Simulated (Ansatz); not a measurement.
**How the geometry moves the gap of YPO4 (I4_1/amd)**

How far does the choice of cell move the gap? The case is YPO4 (I4_1/amd).

Program: Ansatz 0.2.0. Level of theory: r2SCAN, HSE06 and G0W0, plane waves, PAW. Values are calculated unless marked as measured.

### 1. The system as given

Symmetry: I4_1/amd, No. 141, tetragonal system. The conventional cell has a = 6.895 Å, b = 6.895 Å, c = 6.028 Å, α = 90.00°, β = 90.00°, γ = 90.00°. Y has 8 O at 2.31 to 2.38 Å nearest. Nearest to P lie 4 O at 1.54 Å. O has 1 P at 1.54 Å and 2 Y at 2.31 to 2.38 Å nearest. Farther neighbours, and contacts between anions beyond the nearest, are not listed.

The cell and positions come from the Crystallography Open Database and are kept as given unless a step says otherwise. The default PAW set here is soft_2. Its files were made with PBE.

### 2. r2SCAN bands at the given cell

Levels along a band path, at the cheap level, show where the edges lie and whether the meshes to come will hold them.

This step: DFT, r2SCAN, plane waves, PAW.

Contents of input.yaml:

```yaml
crystal:
  lattice:
    - [-3.44735, 3.44735, 3.0138]
    - [3.44735, -3.44735, 3.0138]
    - [3.44735, 3.44735, -3.0138]
  atoms:
    - { symbol: "Y", position: [0.75, 0.25, 0.5] }
    - { symbol: "Y", position: [0.0, 0.0, 0.0] }
    - { symbol: P, position: [0.5, 0.5, 0.0] }
    - { symbol: P, position: [0.25, 0.75, 0.5] }
    - { symbol: O, position: [0.1661, 0.3408, 0.8253] }
    - { symbol: O, position: [0.0908, 0.7655, 0.6747] }
    - { symbol: O, position: [0.5155, 0.3408, 0.1747] }
    - { symbol: O, position: [0.0908, 0.4161, 0.3253] }
    - { symbol: O, position: [0.5839, 0.9092, 0.6747] }
    - { symbol: O, position: [0.6592, 0.8339, 0.1747] }
    - { symbol: O, position: [0.2345, 0.9092, 0.3253] }
    - { symbol: O, position: [0.6592, 0.4845, 0.8253] }
kpoints:
  mp_grid: { grid: [6, 6, 6] }
  band_path:
    path:
      - [[0.0, 0.0, 0.0], [0.0, 0.0, 0.5], [-0.5, 0.5, 0.5], [0.0, 0.0, 0.0], [0.44107247, 0.44107247, -0.44107247]]
      - [[-0.44107247, 0.55892753, 0.44107247], [-0.5, 0.5, 0.5]]
      - [[0.0, 0.0, 0.5], [0.25, 0.25, 0.25], [0.0, 0.5, 0.0], [0.0, 0.0, 0.0]]
    npoints: 10
hamiltonian:
  xc: r2scan
scf:
  occupations: { method: fermi_dirac, width: 0.02 }
  n_extra_bands: 8
output:
  eigenvalues: true
  forces: true
  stress: true
```

Launch:

```console
$ ansatz run input.yaml --threads 24 --pin off --max-ram 82944MiB --backend cuda --events-out ev --progress --plain --runs-dir out --devices 1 --max-vram 78GiB
```

Output:

```text
scf.n_extra_bands = 8 over 40 filled bands (N_el = 80.0): the run solves 48 bands
GPUs: using 1 of 1 available (devices: 1).
Engine: ansatz 0.2.0, aarch64-unknown-linux-gnu
Pseudopotentials: kind: paw
Pseudopotential: Y, paw, valence charge 11, recommended cutoff 500 eV (meta_gga), Y.paw.azcp
Pseudopotential: P, paw, valence charge 5, recommended cutoff 500 eV (meta_gga), P.paw.azcp
Pseudopotential: O, paw, valence charge 6, recommended cutoff 500 eV (meta_gga), O.paw.azcp
Functional definition: r2SCAN
  parameter k0 = 0.174
  parameter k1 = 0.065
  parameter a1 = 4.9479
  exchange = r2scan_x(k0 = k0, k1 = k1, a1 = a1)
  correlation = r2scan_c
device memory: the entry about to start is reckoned to put 3.8 GiB on a device that reports 173.0 GiB free (of which the cap on the GPU budget leaves the run 78.0 GiB)
GPU FFT provider: cuFFT
GPU libraries: cuBLAS 13.8.1, cuFFT 12.4.0, cuSOLVER 12.3.2
GPU matrix products: emulated (plane waves: as basis.precision tells), large ones in fixed point in workspaces of 1.00 GiB
Crystal: 12 atoms, lattice volume = 143.267 Å³
Basis set: ecut = 500 eV, 3683 PW (Γ), exchange–correlation on 180×180×180 points (64 copies of the dense FFT grid, shifted against one another)
Bands: 48, of which v1, the nominal top of the filled ones, is band 40 counted from 1 (39 counted from 0)
Symmetry: 16 space group operations
Space group: I41/amd (ITA 141), of the structure as read, at distance tolerance 5.2e-5 Å
k-points: 30 of 216
Non-local potential: Y, projectors of the file, l = 0: 3, l = 1: 2, l = 2: 2, l = 3: 1
Non-local potential: P, projectors of the file, l = 0: 2, l = 1: 2, l = 2: 2
Non-local potential: O, projectors of the file, l = 0: 2, l = 1: 2, l = 2: 1
PAW form: soft (Blöchl's): semilocal exchange-correlation on the pseudo side does not see the compensation charge
PAW frozen core: Y, regenerated for the run's functional (the file was generated under x = pbe(κ = 0.804, μ = 0.219515), c = pbe(β = 0.066725))
PAW frozen core: P, regenerated for the run's functional (the file was generated under x = pbe(κ = 0.804, μ = 0.219515), c = pbe(β = 0.066725))
PAW frozen core: O, regenerated for the run's functional (the file was generated under x = pbe(κ = 0.804, μ = 0.219515), c = pbe(β = 0.066725))
PAW one-centre angular grid: Y, 590 points (default); XC on 160 Gauss nodes
PAW one-centre angular grid: P, 302 points (default); XC on 160 Gauss nodes
PAW one-centre angular grid: O, 302 points (default); XC on 160 Gauss nodes
Initial density: superposition of atomic densities (neutral atoms: chi_scale 0, normalization atom), corrected by the library's trained network
Initial wavefunctions: pseudopotential atomic-orbital guess
GPU buffer pool allocated for 91125 grid points (all kernels)
[...]
SCF iter   6: F=—  HF=-13805.296163 eV  |F-HF|=—  |Δ(HF+E_count)|=   5.82e-7  Δρ=2.34e-5  dr2=7.83e-7  dr2_τ=4.34e-8  ethr=1.11e-8  ⟨swp⟩=2.0  Hψ=2456  notcnv=0  defer=60
SCF iter   7: F=-13805.296163 eV  HF=-13805.296163 eV  |F-HF|=6.50e-9  |Δ(HF+E_count)|=   2.75e-8  Δρ=4.45e-6  dr2=3.00e-8  dr2_τ=1.34e-9  ethr=1.25e-10  ⟨swp⟩=15.3  Hψ=7257  notcnv=0
SCF 1 converged in 7 iterations: F = -13805.296163 eV  dr2 = 3.00e-8
[...]
device memory: the entry about to start is reckoned to put 7.5 GiB on a device that reports 172.9 GiB free (of which the cap on the GPU budget leaves the run 78.0 GiB)
NSCF: frozen V_eff on 83 k-points, pencils in batches of 32, up to order 212
SCF converged after 7 iterations
Free energy (F): -13805.296163 eV
Harris-Foulkes:  -13805.296163 eV  (|F-HF|=6.50e-9)
Internal energy: -13805.296163 eV  (E = F + TS)
E sigma→0 (E₀):  -13805.296163 eV
Fermi energy:    9.641098 eV
--- Per-component energies (eV) ---
  E_band       = -358.253422
  E_kinetic    = 2201.432835
  E_local      = -4259.424917  (includes V_loc(G=0)·N_el)
  E_nonlocal   = 536.927651
  E_hartree    = 1465.758984
  E_xc         = -1052.700108
  E_vxc        = -1440.319777  (∫ρ·V_xc dr)
  E_paw        = -8118.652241  (= ΣΔE_a)
  E_vpaw       = -415.778402  (= ΣTr[D̂ρ^β])
  E_aug_tail   = 0.008189  (compensation charges beyond the density's cutoff)
  E_vtau       = 87.376520  (kinetic-family band-sum trace: ∫τ·v_τ [+ j·A + Jᵃ·Aᵃ] dr)
  E_ewald      = -4577.901437
  E_core_change = -0.745119  (= ΣΔE_core)
  E_smearing   = -0.000000  (= −TS)
  E_closure    = 0.000000  (closes the sum)
  Σ components = -13805.296163   (vs F -13805.296163, Δ=0.00e0)
--- Forces (eV/Å), atoms counted from 1 ---
  atom   1  Y      0.00000000     0.00000000     0.00000000
  atom   2  Y      0.00000000     0.00000000     0.00000000
  atom   3  P      0.00000000     0.00000000     0.00000000
  atom   4  P      0.00000000     0.00000000     0.00000000
  atom   5  O      0.00000000    -0.03548062    -0.02519242
  atom   6  O      0.03548062    -0.00000000    -0.02519242
  atom   7  O      0.00000000     0.03548062    -0.02519242
  atom   8  O     -0.03548062     0.00000000    -0.02519242
  atom   9  O      0.00000000     0.03548062     0.02519242
  atom  10  O      0.03548062    -0.00000000     0.02519242
  atom  11  O      0.00000000    -0.03548062     0.02519242
  atom  12  O     -0.03548062     0.00000000     0.02519242
  max |Σ_I F_I| component: 1.73e-17 eV/Å
--- Stress (GPa, compression-positive) ---
        0.493428       0.000000      -0.000000
        0.000000       0.493428      -0.000000
        0.000000      -0.000000       0.257789
  P = ⅓ Tr σ = 0.4149 GPa (4.149 kbar)
--- Band table (eV; the first three rows and the last of 30) ---
  k-point 0: bands = [... 36 lower, 5.8343, 5.8531, 5.8531, 6.3510, 13.1732, 13.2587, 13.9975, 14.4016, ... 4 higher]
  k-point 1: bands = [... 36 lower, 5.8189, 5.8308, 5.8393, 6.2640, 13.0580, 13.5282, 13.8155, 14.2486, ... 4 higher]
  k-point 2: bands = [... 36 lower, 5.7235, 5.7562, 5.8366, 6.0595, 12.9444, 13.3712, 13.9517, 14.1505, ... 4 higher]
  k-point 29: bands = [... 36 lower, 5.3369, 5.3369, 5.6696, 5.6696, 13.7473, 13.7473, 14.3707, 14.3707, ... 4 higher]
```

Elapsed: 1.8 s, on 1 × NVIDIA GB200 (shared by 2 runs) with 24 threads of Arm Neoverse V2, shared host; peak memory 1.2 GiB.

The column dr2 measures how far the density is from self-consistency, as an energy; F and HF (Harris–Foulkes) agree once it is small.

This step gave:

```yaml
pressure: 0.4149 GPa
filled_bands: 40
gap: 6.593 eV
valence_top_at: Γ
conduction_bottom_at: k = (0.000, 0.000, 0.350)
least_direct_gap: 6.794 eV
```

The gap is indirect, with the least direct gap 0.20 eV higher.

### 3. Relaxing cell and ions

A relaxation comes first: leftover forces or stress would pass straight into the levels.

input.yaml, the sections that differ from step 2:

```yaml
kpoints:
  mp_grid: { grid: [6, 6, 6] }
scf:
  occupations: { method: fermi_dirac, width: 0.02 }
relax:
  f_tol: 0.01
  max_steps: 60
  cell: {}
# crystal, hamiltonian: as in step 2
# output: removed
```

Output:

```text
[...]
GPUs: using 1 of 1 available (devices: 1).
[...]
Crystal: 12 atoms, lattice volume = 143.267 Å³
Basis set: ecut = 500 eV, 3683 PW (Γ), exchange–correlation on 180×180×180 points (64 copies of the dense FFT grid, shifted against one another)
Bands: 52, of which v1, the nominal top of the filled ones, is band 40 counted from 1 (39 counted from 0)
Symmetry: 16 space group operations
[...]
k-points: 30 of 216
[...]
SCF iter   1: F=—  HF=-13805.026058 eV  |F-HF|=—  |Δ(HF+E_count)|=         —  Δρ=9.34e-3  dr2=1.31e-1  dr2_τ=1.05e0  ethr=1.77e-3  ⟨swp⟩=9.3  Hψ=8115  notcnv=0  defer=1
[...]
SCF iter   3: F=—  HF=-13805.296173 eV  |F-HF|=—  |Δ(HF+E_count)|=   4.50e-3  Δρ=1.33e-3  dr2=1.95e-3  dr2_τ=3.30e-4  ethr=3.28e-5  ⟨swp⟩=4.7  Hψ=3144  notcnv=0
automatic band count: iteration 3 solves 48 bands in place of 52: the levels show a gap, and the empty bands left out lie too high to hold charge; the band table lists the bands solved (type scf.n_extra_bands for more)
SCF iter   4: F=—  HF=-13805.296033 eV  |F-HF|=—  |Δ(HF+E_count)|=   1.41e-4  Δρ=2.62e-4  dr2=6.45e-5  dr2_τ=1.38e-5  ethr=2.44e-6  ⟨swp⟩=2.7  Hψ=2672  notcnv=0
[...]
SCF iter   7: F=-13805.296163 eV  HF=-13805.296163 eV  |F-HF|=4.00e-9  |Δ(HF+E_count)|=   4.72e-8  Δρ=3.72e-6  dr2=2.20e-8  dr2_τ=9.25e-10  ethr=1.25e-10  ⟨swp⟩=5.0  Hψ=5632  notcnv=0
SCF 1 converged in 7 iterations: F = -13805.296163 eV  dr2 = 2.20e-8
[...]
relax step   1: F+E_penalty+E_count = -13805.29616320 eV  Δ(F+E_penalty+E_count) = +0.000e0 eV  max|allowed force component| = 3.549e-2 eV/Å  Δτ_max = 0.0000 Å  P = +0.415 GPa  Ω = 143.267 Å³  (7 SCF iters, dr2 threshold 1.00e-7 eV, accepted)
[...]
relax step   2: F+E_penalty+E_count = -13805.29643174 eV  Δ(F+E_penalty+E_count) = -2.685e-4 eV  max|allowed force component| = 2.716e-2 eV/Å  Δτ_max = 0.0008 Å  P = +0.091 GPa  Ω = 143.586 Å³  energy of the carried Pulay correction = -1.931e-4 eV  (4 SCF iters, dr2 threshold 6.12e-7 eV, accepted)
[...]
relax step   4: F+E_penalty+E_count = -13805.29652295 eV  Δ(F+E_penalty+E_count) = +2.611e-6 eV  max|allowed force component| = 1.026e-3 eV/Å  Δτ_max = 0.0001 Å  P = +0.004 GPa  Ω = 143.599 Å³  energy of the carried Pulay correction = -2.005e-4 eV  (4 SCF iters, dr2 threshold 8.58e-9 eV, accepted)
[...]
relax step   5: F+E_penalty+E_count = -13805.29671690 eV  Δ(F+E_penalty+E_count) = -1.939e-4 eV  max|allowed force component| = 1.025e-3 eV/Å  Δτ_max = 0.0000 Å  P = +0.002 GPa  Ω = 143.599 Å³  stress off target by 1.50e-2 GPa  SCF on the basis re-selected at this cell (its energy is not comparable with the rows above)  (5 SCF iters)
[...]
E_paw        = -8118.547982  (= ΣΔE_a)
  E_vpaw       = -415.653626  (= ΣTr[D̂ρ^β])
  E_aug_tail   = 0.008136  (compensation charges beyond the density's cutoff)
  E_vtau       = 87.385667  (kinetic-family band-sum trace: ∫τ·v_τ [+ j·A + Jᵃ·Aᵃ] dr)
  E_ewald      = -4573.295118
  E_core_change = -0.745119  (= ΣΔE_core)
  E_smearing   = -0.000000  (= −TS)
  E_closure    = 0.000000  (closes the sum)
  Σ components = -13805.296717   (vs F -13805.296717, Δ=0.00e0)
--- Forces (eV/Å), atoms counted from 1 ---
  atom   1  Y      0.00000000    -0.00000000     0.00000000
  atom   2  Y      0.00000000    -0.00000000     0.00000000
  atom   3  P      0.00000000     0.00000000     0.00000000
  atom   4  P      0.00000000     0.00000000     0.00000000
  atom   5  O      0.00000000    -0.00007774    -0.00102492
  atom   6  O      0.00007774     0.00000000    -0.00102492
  atom   7  O      0.00000000     0.00007774    -0.00102492
  atom   8  O     -0.00007774    -0.00000000    -0.00102492
  atom   9  O      0.00000000     0.00007774     0.00102492
  atom  10  O      0.00007774     0.00000000     0.00102492
  atom  11  O      0.00000000    -0.00007774     0.00102492
  atom  12  O     -0.00007774    -0.00000000     0.00102492
  max |Σ_I F_I| component: 6.40e-18 eV/Å
--- Stress (GPa, compression-positive) ---
       -0.004113       0.000000      -0.000000
        0.000000      -0.004113       0.000000
        0.000000       0.000000       0.014992
  P = ⅓ Tr σ = 0.0023 GPa (0.023 kbar)
--- Band table (eV; the first three rows and the last of 30) ---
  k-point 0: bands = [... 36 lower, 5.8066, 5.8240, 5.8240, 6.3215, 13.1371, 13.2103, 13.9524, 14.3742, ... 8 higher]
  k-point 1: bands = [... 36 lower, 5.7899, 5.8017, 5.8114, 6.2348, 13.0236, 13.4815, 13.7720, 14.2165, ... 8 higher]
  k-point 2: bands = [... 36 lower, 5.6944, 5.7270, 5.8087, 6.0312, 12.9110, 13.3328, 13.9113, 14.1176, ... 8 higher]
  k-point 29: bands = [... 36 lower, 5.3129, 5.3129, 5.6399, 5.6399, 13.7050, 13.7050, 14.3170, 14.3170, ... 8 higher]
--- Relaxed structure (4 steps of the walk, 4 accepted, 1 SCFs on fresh bases) ---
  F+E_penalty+E_count = -13805.29671690 eV   max|allowed force component| = 1.025e-3 eV/Å   (the final SCF, on the basis selected at the relaxed cell)
  cell:  # Å, volume = 143.5985 Å³
    - [-3.452018, 3.452018, 3.012617]
    - [3.452018, -3.452018, 3.012617]
    - [3.452018, 3.452018, -3.012617]
  atoms:
    - { symbol: Y, position: [0.75, 0.25, 0.5] }
    - { symbol: Y, position: [0, 0, 0] }
    - { symbol: P, position: [0.5, 0.5, 0] }
    - { symbol: P, position: [0.25, 0.75, 0.5] }
    - { symbol: O, position: [0.166043, 0.340670, 0.825373] }
    - { symbol: O, position: [0.090670, 0.765297, 0.674627] }
    - { symbol: O, position: [0.515297, 0.340670, 0.174627] }
    - { symbol: O, position: [0.090670, 0.416043, 0.325373] }
    - { symbol: O, position: [0.583957, 0.909330, 0.674627] }
    - { symbol: O, position: [0.659330, 0.833957, 0.174627] }
    - { symbol: O, position: [0.234703, 0.909330, 0.325373] }
    - { symbol: O, position: [0.659330, 0.484703, 0.825373] }
```

Wall time 3.5 s (1 × NVIDIA GB200 (shared by 2 runs) with 24 threads); peak memory 1.1 GiB.

Relaxation path:

```tsv
step	energy less that of the first step (eV)	largest force component (eV/Å)	pressure (GPa)	volume (Å³)
1	0.0000	0.0355	0.41	143.27
2	-0.0003	0.0272	0.09	143.59
3	-0.0004	0.0013	0.02	143.59
4	-0.0004	0.0010	0.00	143.60
5	-0.0006	0.0010	0.00	143.60
```

Forces are held to the 16 operations that the program found; a distortion that breaks them can't arise in this run.

```tsv
conventional cell, symmetrised	before	after	change
a (Å)	6.895	6.904	+0.1 %
b (Å)	6.895	6.904	+0.1 %
c (Å)	6.028	6.025	-0.0 %
volume (Å³/atom)	11.94	11.97	+0.2 %
```

Final coordinates:

```cif
data_structure
_symmetry_space_group_name_H-M 'P 1'
_symmetry_Int_Tables_number 1
_cell_length_a 5.7366
_cell_length_b 5.7366
_cell_length_c 5.7366
_cell_angle_alpha 106.009
_cell_angle_beta 106.009
_cell_angle_gamma 116.642
_cell_volume 143.60
loop_
_atom_site_label
_atom_site_type_symbol
_atom_site_fract_x
_atom_site_fract_y
_atom_site_fract_z
_atom_site_occupancy
Y1 Y 0.75000 0.25000 0.50000 1
Y2 Y 0.00000 0.00000 0.00000 1
P3 P 0.50000 0.50000 0.00000 1
P4 P 0.25000 0.75000 0.50000 1
O5 O 0.16604 0.34067 0.82537 1
O6 O 0.09067 0.76530 0.67463 1
O7 O 0.51530 0.34067 0.17463 1
O8 O 0.09067 0.41604 0.32537 1
O9 O 0.58396 0.90933 0.67463 1
O10 O 0.65933 0.83396 0.17463 1
O11 O 0.23470 0.90933 0.32537 1
O12 O 0.65933 0.48470 0.82537 1
```

### 4. r2SCAN at the relaxed cell

Contents of input.yaml:

```yaml
crystal:
  lattice:
    - [-3.4520178632, 3.4520178632, 3.0126166538]
    - [3.4520178632, -3.4520178632, 3.0126166538]
    - [3.4520178632, 3.4520178632, -3.0126166538]
  atoms:
    - { symbol: "Y", position: [0.75, 0.25, 0.5] }
    - { symbol: "Y", position: [0.0, 0.0, 0.0] }
    - { symbol: P, position: [0.5, 0.5, 0.0] }
    - { symbol: P, position: [0.25, 0.75, 0.5] }
    - { symbol: O, position: [0.1660433552, 0.3406703014, 0.8253730538] }
    - { symbol: O, position: [0.0906703014, 0.7652972476, 0.6746269462] }
    - { symbol: O, position: [0.5152972476, 0.3406703014, 0.1746269462] }
    - { symbol: O, position: [0.0906703014, 0.4160433552, 0.3253730538] }
    - { symbol: O, position: [0.5839566448, 0.9093296986, 0.6746269462] }
    - { symbol: O, position: [0.6593296986, 0.8339566448, 0.1746269462] }
    - { symbol: O, position: [0.2347027524, 0.9093296986, 0.3253730538] }
    - { symbol: O, position: [0.6593296986, 0.4847027524, 0.8253730538] }
kpoints:
  mp_grid: { grid: [6, 6, 6] }
  band_path:
    path:
      - [[0.0, 0.0, 0.0], [0.0, 0.0, 0.5], [-0.5, 0.5, 0.5], [0.0, 0.0, 0.0], [0.44107247, 0.44107247, -0.44107247]]
      - [[-0.44107247, 0.55892753, 0.44107247], [-0.5, 0.5, 0.5]]
      - [[0.0, 0.0, 0.5], [0.25, 0.25, 0.25], [0.0, 0.5, 0.0], [0.0, 0.0, 0.0]]
    npoints: 10
hamiltonian:
  xc: r2scan
scf:
  occupations: { method: fermi_dirac, width: 0.02 }
  n_extra_bands: 8
output:
  eigenvalues: true
  forces: true
  stress: true
```

Output:

```text
[...]
GPUs: using 1 of 1 available (devices: 1).
[...]
GPU FFT provider: cuFFT
GPU libraries: cuBLAS 13.8.1, cuFFT 12.4.0, cuSOLVER 12.3.2
[...]
Crystal: 12 atoms, lattice volume = 143.599 Å³
Basis set: ecut = 500 eV, 3699 PW (Γ), exchange–correlation on 180×180×180 points (64 copies of the dense FFT grid, shifted against one another)
[...]
k-point 0: bands = [... 36 lower, 5.8067, 5.8241, 5.8241, 6.3215, 13.1371, 13.2103, 13.9523, 14.3742, ... 4 higher]
  k-point 1: bands = [... 36 lower, 5.7899, 5.8017, 5.8115, 6.2349, 13.0236, 13.4815, 13.7719, 14.2165, ... 4 higher]
  k-point 2: bands = [... 36 lower, 5.6944, 5.7270, 5.8088, 6.0313, 12.9109, 13.3328, 13.9113, 14.1176, ... 4 higher]
  k-point 29: bands = [... 36 lower, 5.3130, 5.3130, 5.6399, 5.6399, 13.7049, 13.7049, 14.3170, 14.3170, ... 4 higher]
[key lines of the parts left out:]
SCF converged after 7 iterations
Free energy (F): -13805.296717 eV
Fermi energy:    9.609847 eV
P = ⅓ Tr σ = 0.0022 GPa (0.022 kbar)
```

The job ended after 3 s (1 × NVIDIA GB200 (shared by 2 runs) with 24 threads; peak memory 1.1 GiB).

Numbers from this step:

| Property | Result |
| --- | --- |
| pressure | 0.002197 GPa |
| gap | 6.589 eV |
| valence top at | Γ |
| conduction bottom at | k = (0.000, 0.000, 0.350) |
| least direct gap | 6.789 eV |

The gap is indirect, with the least direct gap 0.20 eV higher.

[end of part 1 of 2]

[Long decimals in the printed logs are rounded to 6 places.]

[Logs are printed without paths, hosts, clocks, repeated set-up lines and the standing remarks that a program may print on its own settings, such as how far it seeks lower states.]

[Paths, hosts, dates, memory and timing lines, banners, echoed tables and standing remarks are left out of the program output; an Ansatz launch command may be rebuilt from the run's recorded settings. Measured values are a selection of at most five: reports struck by readers or far from the other reports are left out. None is set beside runs whose start may be inverted or whose files or cutoffs have a known fault.]

[Runs of the session that timed out or met a known fault of the program may be left out.]

[Cells called generated may have been cut or substituted from an entry of the Crystallography Open Database or the Materials Project.]

[Hosts, paths, dates, database ids (printed as entryN), source tags and the programs' standing remarks are cut or masked in the printed files.]

[Where the starting crystal was built by hand or by swapping elements, it need not be the compound's stable phase.]
